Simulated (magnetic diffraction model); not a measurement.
## TmSbO3: what an assumed order does to the neutron pattern

Space group P6_3/mmc (no. 194), a = 3.8210 Å, c = 12.4610 Å.

| site | atom | x | y | z |
| --- | --- | --- | --- | --- |
| 2a | Tm | 0 | 0 | 1/2 |
| 2c | Sb | 2/3 | 1/3 | 3/4 |
| 2b | O | 0 | 0 | 1/4 |
| 4f | O | 2/3 | 1/3 | 0.5682 |

This is a made-up structure (elements placed in a structure type, unrelaxed), so the numbers test the method and describe no known phase.

Only Tm is taken to order (form factors of Tm3+); orders and moment sizes are assumed, and not adapted to the symmetry. Radiation: neutrons of λ = 2.36 Å, 3° to 90°; isotropic B of 0.4 Å² (Tm), 0.56 Å² (Sb) and 0.89 Å² (O). The intensities are simulated: I ∝ L Σ (|F_N|² + |F_M⊥|²) for unpolarised neutrons, with F_M = 2.695 fm/μB × Σ f(s) S exp(2πi Q·r) exp(−B s²) at Q = H ± k (one set where k and −k are equivalent), only the part normal to Q counting and L = 1/(sin²θ cos θ). For a modulated order the moment at position r is S exp(−2πi k·r) + c.c., with S = m/2 for a sine wave of amplitude m and S = m(u + iv)/2 for moments turning in a plane, u and v being orthogonal unit vectors in it; the phase factor of the sum at Q = H + k is then exp(2πi H·r). Form factors are spin-only for 3d ions and dipole or tabulated for f ions, scattering lengths are Sears's of 1992, and absorption is left out. A label names one of the reflections at its angle. The strongest nuclear line in the range is 100, and lines under 0.2 are left out.

Assume the order k = (1/3 1/3 1/2), moments turning in the plane of [100] and [001], 2 μB on Tm; signs + at (0, 0, 1/2), − at (0, 0, 0).

Predict the pattern, nuclear and magnetic parts apart.

| 2θ (°) | index | nuclear | magnetic |
| --- | --- | --- | --- |
| 21.83 | (0 0 2) | 3.8 | 0.0 |
| 24.39 | (2/3 -1/3 1/2) | 0.0 | 8.4 |
| 28.97 | (1/3 1/3 3/2) | 0.0 | 5.4 |
| 36.57 | (2/3 -1/3 5/2) | 0.0 | 3.0 |
| 41.78 | (1 0 0) | 5.6 | 0.0 |
| 43.30 | (1 0 1) | 45.3 | 0.0 |
| 44.52 | (0 0 4) | 25.2 | 0.0 |
| 45.93 | (1/3 1/3 7/2) | 0.0 | 1.8 |
| 48.97 | (2/3 2/3 1/2) | 0.0 | 2.0 |
| 51.64 | (4/3 -2/3 3/2) | 0.0 | 1.7 |
| 54.25 | (1 0 3) | 8.4 | 0.0 |
| 56.49 | (2/3 -1/3 9/2) | 0.0 | 1.1 |
| 56.71 | (2/3 2/3 5/2) | 0.0 | 1.4 |
| 62.70 | (1 0 4) | 35.4 | 0.0 |
| 63.82 | (4/3 -2/3 7/2) | 0.0 | 1.0 |
| 66.29 | (5/3 -1/3 1/2) | 0.0 | 2.1 |
| 68.12 | (1/3 1/3 11/2) | 0.0 | 0.7 |
| 68.52 | (4/3 1/3 3/2) | 0.0 | 1.9 |
| 69.25 | (0 0 6) | 8.1 | 0.0 |
| 72.68 | (2/3 2/3 9/2) | 0.0 | 0.7 |
| 72.70 | (1 0 5) | 41.4 | 0.0 |
| 72.87 | (5/3 -1/3 5/2) | 0.0 | 1.7 |
| 76.29 | (1 1 0) | 100.0 | 0.0 |
| 79.23 | (4/3 1/3 7/2) | 0.0 | 1.4 |
| 80.48 | (1 1 2) | 2.4 | 0.0 |
| 80.94 | (2/3 -1/3 13/2) | 0.0 | 0.5 |
| 83.20 | (4/3 -2/3 11/2) | 0.0 | 0.5 |
| 84.26 | (1 0 6) | 16.4 | 0.0 |
| 87.51 | (5/3 -1/3 9/2) | 0.0 | 1.1 |

The strongest magnetic line in the range is (2/3 -1/3 1/2) at 24.39° (8.4). On top of the Lorentz factor, which all lines share, magnetic lines fade with angle because f falls: for Tm3+ it is 0.97, 0.87, 0.75 and 0.49 at sin θ/λ = 0.1, 0.2, 0.3 and 0.5 Å⁻¹, while nuclear lengths stay constant. The order has no net moment.
